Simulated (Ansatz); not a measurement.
## How fast states decay through LiHIF

Aim: relax a made-up compound, LiHIF, and see how good a tunnel barrier it would be. It is built by putting I for part of the F in the LiHF2 structure of space group R-3m, with the volume rescaled by atomic radii. The parent structure comes from the Materials Project.

Program: Ansatz 0.2.0. Level of theory: LDA DFT, plane waves, PAW files, in the first sound run; inputs show where later runs differ. Results are calculated unless marked as measured.

The structure was built from a prototype and need not be the compound's stable phase.

## (1) The structure

Symmetry: R3m, No. 160, trigonal system. The conventional cell has a = 3.439 Å, b = 3.439 Å, c = 15.353 Å, α = 90.00°, β = 90.00°, γ = 120.00°. Nearest to Li lie 3 F at 2.33 Å and 3 I at 2.33 Å. H has 1 F at 1.33 Å and 1 I at 1.33 Å nearest. Nearest to F lie 1 H at 1.33 Å and 3 Li at 2.33 Å. Nearest to I lie 1 H at 1.33 Å and 3 Li at 2.33 Å. It derives from LiHF2. I for part of the F in the LiHF2 structure of space group R-3m. Farther neighbours and most contacts between anions are not listed.

## (2) Cell and atoms at rest

The substituted atoms don't fit the parent's cell, so cell and atoms relax together. A small smearing keeps the run stable in case the gap closes on the way.

Input file input.yaml:

```yaml
crystal:
  lattice:
    - [1.7192893327, 0.9926321591, 5.1177132499]
    - [-1.7192893327, 0.9926321591, 5.1177132499]
    - [0.0, -1.9852643181, 5.1177132499]
  atoms:
    - { symbol: Li, position: [0.0, 0.0, 0.0] }
    - { symbol: H, position: [0.5, 0.5, 0.5] }
    - { symbol: F, position: [0.41330188, 0.41330188, 0.41330188] }
    - { symbol: I, position: [0.58669812, 0.58669812, 0.58669812] }
kpoints:
  mp_grid: { grid: [8, 8, 8] }
scf:
  occupations: { method: gaussian, width: 0.03 }
hamiltonian:
  xc: lda
output:
  forces: true
  stress: true
relax:
  f_tol: 0.02
  max_steps: 60
  cell: {}
```

Launch:

```sh
$ ansatz run input.yaml --threads 2 --pin off --max-ram 4096MiB --backend cpu --events-out ev --progress --plain --runs-dir out
```

Numbers of over 12 decimals in the logs are rounded to 6 here.

What it wrote:

```text
basis.fft_grid_basis auto: the FFT boxes are laid along the combinations [[1, 0, -1], [0, 1, -1], [0, 0, 1]] of the cell's own vectors, 3.439, 3.439 and 5.489 Å long. The dense box has 24×24×40 points. Along the cell's own vectors, as sized, it would have 40×40×40, 2.78 times as many. Of the 6 symmetry operations that the crystal satisfies within crystal.symmetry.tolerance (time reversal apart; of a slab, those that  [...]
Engine: ansatz 0.2.0, aarch64-unknown-linux-gnu
Pseudopotentials: kind: paw
Pseudopotential: Li, paw, valence charge 3, recommended cutoff 420 eV (normal), Li.paw.azcp
Pseudopotential: H, paw, valence charge 1, recommended cutoff 420 eV (normal), H.paw.azcp
Pseudopotential: F, paw, valence charge 7, recommended cutoff 420 eV (normal), F.paw.azcp
Pseudopotential: I, paw, valence charge 17, recommended cutoff 420 eV (normal), I.paw.azcp
Functional definition: SPW92
  exchange = slater_x
  correlation = pw_c
Crystal: 4 atoms, lattice volume = 52.404 Å³
Basis set: ecut = 420 eV, 1025 PW (Γ), FFT grids on a1−a3, a2−a3, a3
Bands: 18, of which v1, the nominal top of the filled ones, is band 14 counted from 1 (13 counted from 0)
Symmetry: 6 space group operations
Space group: R3m (ITA 160), of the structure as read, at distance tolerance 3.7e-5 Å
k-points: 65 of 512 (time reversal used)
Non-local potential: Li, projectors of the file, l = 0: 3, l = 1: 2, l = 2: 1
Non-local potential: H, projectors of the file, l = 0: 2, l = 1: 1
Non-local potential: F, projectors of the file, l = 0: 2, l = 1: 2, l = 2: 1
Non-local potential: I, projectors of the file, l = 0: 2, l = 1: 2, l = 2: 2, l = 3: 2
PAW form: soft (Blöchl's): semilocal exchange-correlation on the pseudo side does not see the compensation charge
PAW frozen core: F, regenerated for the run's functional, and the local potential with it (the file was generated under x = pbe(κ = 0.804, μ = 0.219515), c = pbe(β = 0.066725))
PAW frozen core: I, regenerated for the run's functional, and the local potential with it (the file was generated under x = pbe(κ = 0.804, μ = 0.219515), c = pbe(β = 0.066725))
PAW one-centre angular grid: Li, 110 points (default); XC on 64 Gauss nodes
PAW one-centre angular grid: H, 110 points (default); XC on 64 Gauss nodes
PAW one-centre angular grid: F, 110 points (default); XC on 64 Gauss nodes
PAW one-centre angular grid: I, 590 points (default); XC on 64 Gauss nodes
Initial density: superposition of atomic densities (neutral atoms: chi_scale 0, normalization atom), corrected by the library's trained network
Initial wavefunctions: pseudopotential atomic-orbital guess
Functional: x = slater, c = lda
SCF iter   1: F=—  HF=-8365.687900 eV  |F-HF|=—  |Δ(HF+E_count)|=         —  Δρ=1.59e-2  dr2=8.69e-2  ethr=1.77e-3  ⟨swp⟩=6.7  Hψ=6817  notcnv=0
preconditioner: auto → none  [insulator: Δε(μ)=3.301 eV  Ē_g=12.225 eV  σ=0.030 eV  W_gap=1.00  n_scr=16 (ndim 8)  ℏωp=19.2 eV  f_vac=0.109  D(μ)=0.00/eV (n_scr^D=0)  ε∞_Penn≈3.5]
SCF iter   2: F=—  HF=-8365.671330 eV  |F-HF|=—  |Δ(HF+E_count)|=   1.66e-2  Δρ=1.06e-2  dr2=3.50e-2  ethr=3.10e-4  ⟨swp⟩=2.8  Hψ=2549  notcnv=0
SCF iter   3: F=—  HF=-8365.661294 eV  |F-HF|=—  |Δ(HF+E_count)|=   1.00e-2  Δρ=2.70e-3  dr2=1.43e-3  ethr=1.25e-4  ⟨swp⟩=2.1  Hψ=1957  notcnv=0
SCF iter   4: F=—  HF=-8365.660880 eV  |F-HF|=—  |Δ(HF+E_count)|=   4.14e-4  Δρ=5.10e-4  dr2=1.11e-4  ethr=5.10e-6  ⟨swp⟩=2.1  Hψ=2253  notcnv=0
SCF iter   5: F=—  HF=-8365.660863 eV  |F-HF|=—  |Δ(HF+E_count)|=   1.64e-5  Δρ=1.91e-4  dr2=7.95e-6  ethr=3.96e-7  ⟨swp⟩=2.0  Hψ=2080  notcnv=0
SCF iter   6: F=—  HF=-8365.660863 eV  |F-HF|=—  |Δ(HF+E_count)|=   5.39e-7  Δρ=3.06e-5  dr2=4.30e-7  ethr=2.84e-8  ⟨swp⟩=2.8  Hψ=1996  notcnv=0
SCF iter   7: F=-8365.660863 eV  HF=-8365.660863 eV  |F-HF|=1.02e-8  |Δ(HF+E_count)|=   5.44e-8  Δρ=7.47e-6  dr2=2.50e-8  ethr=3.57e-10  ⟨swp⟩=5.0  Hψ=4205  notcnv=0
SCF 1 converged in 7 iterations: F = -8365.660863 eV  dr2 = 2.50e-8
  greatest PAW one-centre occupation: 1.000 electrons in one spin orbital (limit 2), on the I atom at site 3 (counted from 0), in its partial waves of l = 2
relax step   1: F+E_penalty+E_count = -8365.66086275 eV  Δ(F+E_penalty+E_count) = +0.000e0 eV  max|allowed force component| = 1.251e1 eV/Å  Δτ_max = 0.0000 Å  P = +34.387 GPa  Ω = 52.404 Å³  (7 SCF iters, dr2 threshold 1.00e-7 eV, accepted)
Crystal: 4 atoms, lattice volume = 59.464 Å³
Basis set: ecut = 420 eV, 1163 PW (Γ), FFT grids on a1−a3, a2−a3, a3
Initial density: handed on by an earlier stage of this run
Initial wavefunctions: those handed on with the density
iter 1 solved again at ethr=1.24e-3 eV; its pass at ethr=3.10e-3 eV (dr2=3.46e-1 eV) is discarded
SCF iter   1: F=—  HF=-8368.505348 eV  |F-HF|=—  |Δ(HF+E_count)|=         —  Δρ=2.86e-2  dr2=3.44e-1  ethr=1.24e-3  ⟨swp⟩=1.0  Hψ=8860  notcnv=0
preconditioner: auto → none  [insulator: Δε(μ)=2.249 eV  Ē_g=11.633 eV  σ=0.030 eV  W_gap=1.00  n_scr=16 (ndim 8)  ℏωp=18.0 eV  f_vac=0.155  D(μ)=0.00/eV (n_scr^D=0)  ε∞_Penn≈3.4]
SCF iter   2: F=—  HF=-8368.392425 eV  |F-HF|=—  |Δ(HF+E_count)|=   1.13e-1  Δρ=1.29e-2  dr2=4.21e-2  ethr=1.23e-3  ⟨swp⟩=3.2  Hψ=2259  notcnv=0
SCF iter   3: F=—  HF=-8368.388740 eV  |F-HF|=—  |Δ(HF+E_count)|=   3.69e-3  Δρ=7.34e-3  dr2=2.10e-2  ethr=1.51e-4  ⟨swp⟩=2.7  Hψ=2514  notcnv=0
SCF iter   4: F=—  HF=-8368.383721 eV  |F-HF|=—  |Δ(HF+E_count)|=   5.02e-3  Δρ=2.08e-3  dr2=8.06e-4  ethr=7.49e-5  ⟨swp⟩=2.3  Hψ=1979  notcnv=0
SCF iter   5: F=—  HF=-8368.383752 eV  |F-HF|=—  |Δ(HF+E_count)|=   3.11e-5  Δρ=5.03e-4  dr2=3.80e-5  ethr=2.88e-6  ⟨swp⟩=2.1  Hψ=1754  notcnv=0
SCF iter   6: F=—  HF=-8368.383768 eV  |F-HF|=—  |Δ(HF+E_count)|=   1.57e-5  Δρ=6.29e-5  dr2=4.37e-6  ethr=1.36e-7  ⟨swp⟩=2.0  Hψ=1650  notcnv=0
SCF iter   7: F=-8368.383767 eV  HF=-8368.383767 eV  |F-HF|=2.45e-8  |Δ(HF+E_count)|=   1.02e-6  Δρ=2.20e-5  dr2=1.37e-7  ethr=1.43e-9  ⟨swp⟩=3.1  Hψ=4967  notcnv=0
SCF 2 converged in 7 iterations: F = -8368.383767 eV  dr2 = 1.37e-7
  greatest PAW one-centre occupation: 1.000 electrons in one spin orbital (limit 2), on the Li atom at site 0 (counted from 0), in its partial waves of l = 0
relax step   2: F+E_penalty+E_count = -8368.38376655 eV  Δ(F+E_penalty+E_count) = -2.723e0 eV  max|allowed force component| = 2.984e0 eV/Å  Δτ_max = 0.1889 Å  P = +9.000 GPa  Ω = 59.464 Å³  energy of the carried Pulay correction = -1.592e-2 eV  (7 SCF iters, dr2 threshold 4.00e-7 eV, accepted)
Crystal: 4 atoms, lattice volume = 65.579 Å³
Basis set: ecut = 420 eV, 1285 PW (Γ), FFT grids on a1−a3, a2−a3, a3
[...]
relax step  10: F+E_penalty+E_count = -8369.33458658 eV  Δ(F+E_penalty+E_count) = -1.476e-1 eV  max|allowed force component| = 2.197e-2 eV/Å  Δτ_max = 0.0000 Å  P = +2.697 GPa  Ω = 68.792 Å³  stress off target by 2.99e0 GPa  SCF on the basis re-selected at this cell (its energy is not comparable with the rows above)  (8 SCF iters)
relax step  11: F+E_penalty+E_count = -8369.35031376 eV  Δ(F+E_penalty+E_count) = -1.573e-2 eV  max|allowed force component| = 1.361e-1 eV/Å  Δτ_max = 0.0246 Å  P = +1.234 GPa  Ω = 71.321 Å³  energy of the carried Pulay correction = -5.270e-3 eV  (6 SCF iters, dr2 threshold 4.00e-7 eV, accepted)
relax step  12: F+E_penalty+E_count = -8369.37652218 eV  Δ(F+E_penalty+E_count) = -2.621e-2 eV  max|allowed force component| = 1.205e-1 eV/Å  Δτ_max = 0.0378 Å  P = +0.771 GPa  Ω = 73.715 Å³  energy of the carried Pulay correction = -1.227e-2 eV  (6 SCF iters, dr2 threshold 4.00e-7 eV, accepted)
relax step  13: F+E_penalty+E_count = -8369.38447171 eV  Δ(F+E_penalty+E_count) = -7.950e-3 eV  max|allowed force component| = 1.016e-1 eV/Å  Δτ_max = 0.0618 Å  P = +0.149 GPa  Ω = 78.047 Å³  energy of the carried Pulay correction = -2.918e-2 eV  (7 SCF iters, dr2 threshold 4.00e-7 eV, accepted)
relax step  14: F+E_penalty+E_count = -8369.38286236 eV  Δ(F+E_penalty+E_count) = +1.609e-3 eV  max|allowed force component| = 2.109e-2 eV/Å  Δτ_max = 0.0087 Å  P = -0.046 GPa  Ω = 78.527 Å³  energy of the carried Pulay correction = -3.129e-2 eV  (5 SCF iters, dr2 threshold 4.00e-7 eV, accepted)
relax step  15: F+E_penalty+E_count = -8369.38349387 eV  Δ(F+E_penalty+E_count) = -6.315e-4 eV  max|allowed force component| = 7.095e-3 eV/Å  Δτ_max = 0.0026 Å  P = +0.017 GPa  Ω = 78.372 Å³  energy of the carried Pulay correction = -3.066e-2 eV  (5 SCF iters, dr2 threshold 2.78e-8 eV, accepted)
relax step  16: F+E_penalty+E_count = -8369.38328533 eV  Δ(F+E_penalty+E_count) = +2.085e-4 eV  max|allowed force component| = 7.188e-4 eV/Å  Δτ_max = 0.0014 Å  P = -0.002 GPa  Ω = 78.430 Å³  energy of the carried Pulay correction = -3.089e-2 eV  (5 SCF iters, dr2 threshold 1.07e-8 eV, accepted)
relax step  17: F+E_penalty+E_count = -8369.42082329 eV  Δ(F+E_penalty+E_count) = -3.754e-2 eV  max|allowed force component| = 1.029e-2 eV/Å  Δτ_max = 0.0000 Å  P = +0.250 GPa  Ω = 78.430 Å³  stress off target by 3.82e-1 GPa  SCF on the basis re-selected at this cell (its energy is not comparable with the rows above)  (8 SCF iters)
relax step  18: F+E_penalty+E_count = -8369.42077130 eV  Δ(F+E_penalty+E_count) = +5.199e-5 eV  max|allowed force component| = 1.111e-2 eV/Å  Δτ_max = 0.0079 Å  P = +0.086 GPa  Ω = 79.434 Å³  energy of the carried Pulay correction = -1.977e-3 eV  (6 SCF iters, dr2 threshold 3.64e-7 eV, accepted)
relax step  19: F+E_penalty+E_count = -8369.41949072 eV  Δ(F+E_penalty+E_count) = +1.281e-3 eV  max|allowed force component| = 1.294e-2 eV/Å  Δτ_max = 0.0163 Å  P = +0.019 GPa  Ω = 80.261 Å³  energy of the carried Pulay correction = -3.679e-3 eV  (6 SCF iters, dr2 threshold 3.94e-8 eV, accepted)
relax step  20: F+E_penalty+E_count = -8369.41939509 eV  Δ(F+E_penalty+E_count) = +9.564e-5 eV  max|allowed force component| = 4.851e-2 eV/Å  Δτ_max = 0.0052 Å  P = -0.043 GPa  Ω = 80.270 Å³  energy of the carried Pulay correction = -3.721e-3 eV  (6 SCF iters, dr2 threshold 6.35e-9 eV, rejected (line search))
relax step  21: F+E_penalty+E_count = -8369.41950337 eV  Δ(F+E_penalty+E_count) = -1.265e-5 eV  max|allowed force component| = 4.178e-4 eV/Å  Δτ_max = 0.0023 Å  P = -0.000 GPa  Ω = 80.265 Å³  energy of the carried Pulay correction = -3.691e-3 eV  (8 SCF iters, accepted)
iter 1 solved again at ethr=3.68e-7 eV; its pass at ethr=3.10e-3 eV (dr2=1.03e-4 eV) is discarded
SCF iter   1: F=—  HF=-8369.423191 eV  |F-HF|=—  |Δ(HF+E_count)|=         —  Δρ=4.31e-4  dr2=7.01e-6  ethr=3.68e-7  ⟨swp⟩=4.4  Hψ=10070  notcnv=0
preconditioner: auto → none  [insulator: Δε(μ)=2.836 eV  Ē_g=11.321 eV  σ=0.030 eV  W_gap=1.00  n_scr=16 (ndim 8)  ℏωp=15.5 eV  f_vac=0.193  D(μ)=0.00/eV (n_scr^D=0)  ε∞_Penn≈2.9]
SCF iter   2: F=—  HF=-8369.423382 eV  |F-HF|=—  |Δ(HF+E_count)|=   1.92e-4  Δρ=2.10e-4  dr2=2.29e-6  ethr=2.50e-8  ⟨swp⟩=2.0  Hψ=1596  notcnv=0
SCF iter   3: F=—  HF=-8369.423434 eV  |F-HF|=—  |Δ(HF+E_count)|=   5.15e-5  Δρ=9.54e-5  dr2=5.58e-7  ethr=8.17e-9  ⟨swp⟩=2.0  Hψ=1614  notcnv=0
SCF iter   4: F=—  HF=-8369.423446 eV  |F-HF|=—  |Δ(HF+E_count)|=   1.18e-5  Δρ=5.65e-6  dr2=4.08e-9  ethr=1.99e-9  ⟨swp⟩=2.0  Hψ=1614  notcnv=0
SCF iter   5: F=—  HF=-8369.423446 eV  |F-HF|=—  |Δ(HF+E_count)|=   3.62e-8  Δρ=1.77e-6  dr2=6.47e-10  ethr=1.46e-11  ⟨swp⟩=2.1  Hψ=2021  notcnv=0
SCF iter   6: F=-8369.423446 eV  HF=-8369.423446 eV  |F-HF|=1.73e-10  |Δ(HF+E_count)|=   3.44e-9  Δρ=4.15e-7  dr2=2.31e-11  ethr=1.00e-12  ⟨swp⟩=4.0  Hψ=5101  notcnv=0
SCF 22 converged in 6 iterations: F = -8369.423446 eV  dr2 = 2.31e-11
relax step  22: F+E_penalty+E_count = -8369.42344583 eV  Δ(F+E_penalty+E_count) = -3.942e-3 eV  max|allowed force component| = 1.593e-3 eV/Å  Δτ_max = 0.0000 Å  P = +0.017 GPa  Ω = 80.265 Å³  stress off target by 3.89e-2 GPa  SCF on the basis re-selected at this cell (its energy is not comparable with the rows above)  (6 SCF iters)
basis re-selected at this cell: Δ(F+E_penalty+E_count) = -3.942e-3 eV, ΔP = +0.018 GPa vs the last step (what re-selecting the basis moved, of the pressure what is left beyond the Pulay correction that the steps carried, after the strain that the cell walked since its last selection, with what the two solves' SCF thresholds leave and, on support functions, any second-order correction that the steps lacked; it is no measure of the basis error at this ecutwfc). The dense FFT grid was sized anew with the basis: this SCF ran on 30×30×45 points, the steps before it on 27×27×45, so part of this shift can come from that change (see relax.cell in the input reference). [rest of the remark cut]
SCF converged after 6 iterations
Free energy (F): -8369.423446 eV
Harris-Foulkes:  -8369.423446 eV  (|F-HF|=1.73e-10)
Internal energy: -8369.423446 eV  (E = F + TS)
E sigma→0 (E₀):  -8369.423446 eV
Fermi energy:    3.768406 eV
--- Per-component energies (eV) ---
  E_band       = -576.739714
  E_kinetic    = 429.379620
  E_local      = -3113.072345  (includes V_loc(G=0)·N_el)
  E_nonlocal   = -40.725465
  E_hartree    = 1451.142588
  E_xc         = -224.061541
  E_vxc        = -254.133009  (∫ρ·V_xc dr)
  E_paw        = -4867.428893  (= ΣΔE_a)
  E_vpaw       = -500.474965  (= ΣTr[D̂ρ^β])
  E_aug_tail   = 0.001161  (compensation charges beyond the density's cutoff)
  E_ewald      = -2005.553038
  E_core_change = 0.894467  (= ΣΔE_core)
  E_smearing   = -0.000000  (= −TS)
  E_closure    = 0.000000  (closes the sum)
  Σ components = -8369.423446   (vs F -8369.423446, Δ=0.00e0)
--- Forces (eV/Å), atoms counted from 1 ---
  atom   1  Li     0.00000000    -0.00000000    -0.00002998
  atom   2  H      0.00000000    -0.00000000    -0.00159216
  atom   3  F      0.00000000     0.00000000     0.00097121
  atom   4  I     -0.00000000     0.00000000     0.00065359
  max |Σ_I F_I| component: 2.65e-6 eV/Å
--- Stress (GPa, compression-positive) ---
        0.038941       0.000000      -0.000000
        0.000000       0.038941      -0.000000
       -0.000000      -0.000000      -0.025554
  P = ⅓ Tr σ = 0.0174 GPa (0.174 kbar)
--- Relaxed structure (19 steps of the walk, 18 accepted, 3 SCFs on fresh bases) ---
  F+E_penalty+E_count = -8369.42344583 eV   max|allowed force component| = 1.593e-3 eV/Å   (the final SCF, on the basis selected at the relaxed cell)
  cell:  # Å, volume = 80.2646 Å³
    - [2.033345, 1.173952, 5.604173]
    - [-2.033345, 1.173952, 5.604173]
    - [0, -2.347904, 5.604173]
  atoms:
    - { symbol: Li, position: [0.013104, 0.013104, 0.013104] }
    - { symbol: H, position: [0.473150, 0.473150, 0.473150] }
    - { symbol: F, position: [0.413722, 0.413722, 0.413722] }
    - { symbol: I, position: [0.600024, 0.600024, 0.600024] }
```

Run time: 71 s. Hardware: 2 threads of Arm Neoverse V2, shared host; peak memory 0.43 GiB; 2.3 min of CPU time.

The steps of the relaxation:

| step | energy less that of the first step (eV) | largest force component (eV/Å) | pressure (GPa) | volume (Å³) |
| --- | --- | --- | --- | --- |
| 1 | 0.0000 | 12.5081 | 34.39 | 52.40 |
| 2 | -2.7229 | 2.9836 | 9.00 | 59.46 |
| 3 | -3.1540 | 1.9800 | 0.92 | 65.58 |
| 4 | -3.3232 | 1.3201 | 0.30 | 65.79 |
| 5 | -3.3730 | 1.3618 | 2.99 | 65.17 |
| 6 | -3.4214 | 0.6843 | -0.14 | 68.35 |
| 7 | -3.4975 | 0.8335 | -1.34 | 69.22 |
| 8 | -3.5201 | 0.5382 | 0.61 | 68.76 |
| 9 | -3.5261 | 0.0099 | 0.01 | 68.79 |
| 10* | -3.6737 | 0.0220 | 2.70 | 68.79 |
| 11 | -3.6895 | 0.1361 | 1.23 | 71.32 |
| 12 | -3.7157 | 0.1205 | 0.77 | 73.72 |
| 13 | -3.7236 | 0.1016 | 0.15 | 78.05 |
| 14 | -3.7220 | 0.0211 | -0.05 | 78.53 |
| 15 | -3.7226 | 0.0071 | 0.02 | 78.37 |
| 16 | -3.7224 | 0.0007 | 0.00 | 78.43 |
| 17* | -3.7600 | 0.0103 | 0.25 | 78.43 |
| 18 | -3.7599 | 0.0111 | 0.09 | 79.43 |
| 19 | -3.7586 | 0.0129 | 0.02 | 80.26 |
| 20 | -3.7585 | 0.0485 | -0.04 | 80.27 |
| 21 | -3.7586 | 0.0004 | 0.00 | 80.26 |
| 22* | -3.7626 | 0.0016 | 0.02 | 80.26 |

Relaxation steps marked * repeat the geometry before them on a plane-wave basis chosen anew for their cell, so energy and pressure can jump there. Relaxation step 20 was tried and not accepted.

The run keeps the 6 symmetry operations that it works with, so distortions that break them were not tested.

| cell as run | before | after | change |
| --- | --- | --- | --- |
| a (Å) | 5.489 | 6.076 | +10.7 % |
| b (Å) | 5.489 | 6.076 | +10.7 % |
| c (Å) | 5.489 | 6.076 | +10.7 % |
| α (°) | 36.51 | 39.10 | +7.1 % |
| β (°) | 36.51 | 39.10 | +7.1 % |
| γ (°) | 36.51 | 39.10 | +7.1 % |
| volume (Å³/atom) | 13.10 | 20.07 | +53.2 % |

The atoms that moved most (Å, as changes of fractional coordinates times the final cell):

| atom | dx | dy | dz | length |
| --- | --- | --- | --- | --- |
| H2 | 0.000 | 0.000 | -0.451 | 0.451 |
| I4 | 0.000 | 0.000 | 0.224 | 0.224 |
| Li1 | 0.000 | 0.000 | 0.220 | 0.220 |
| F3 | 0.000 | 0.000 | 0.007 | 0.007 |

The relaxed structure:

```xyz
4
Lattice="2.0333 1.1740 5.6042 -2.0333 1.1740 5.6042 0.0000 -2.3479 5.6042" Properties=species:S:1:pos:R:3 pbc="T T T"
Li    0.0000    0.0000    0.2203
H     0.0000    0.0000    7.9548
F     0.0000    0.0000    6.9557
I     0.0000    0.0000   10.0879
```

Numbers from this step:

```
free energy  : -8369.4234 eV
Fermi energy : 3.768 eV
pressure     : 0.01744 GPa
```

The largest force component on a free atom ends at 0.0016 eV/Å.

[end of part 1 of 2]

[Logs are printed without paths, hosts, clocks, repeated set-up lines and the standing remarks that a program may print on its own settings, such as how far it seeks lower states.]

[Hosts, paths, dates, database ids (printed as entryN), source tags and the programs' standing remarks are cut or masked in the printed files.]
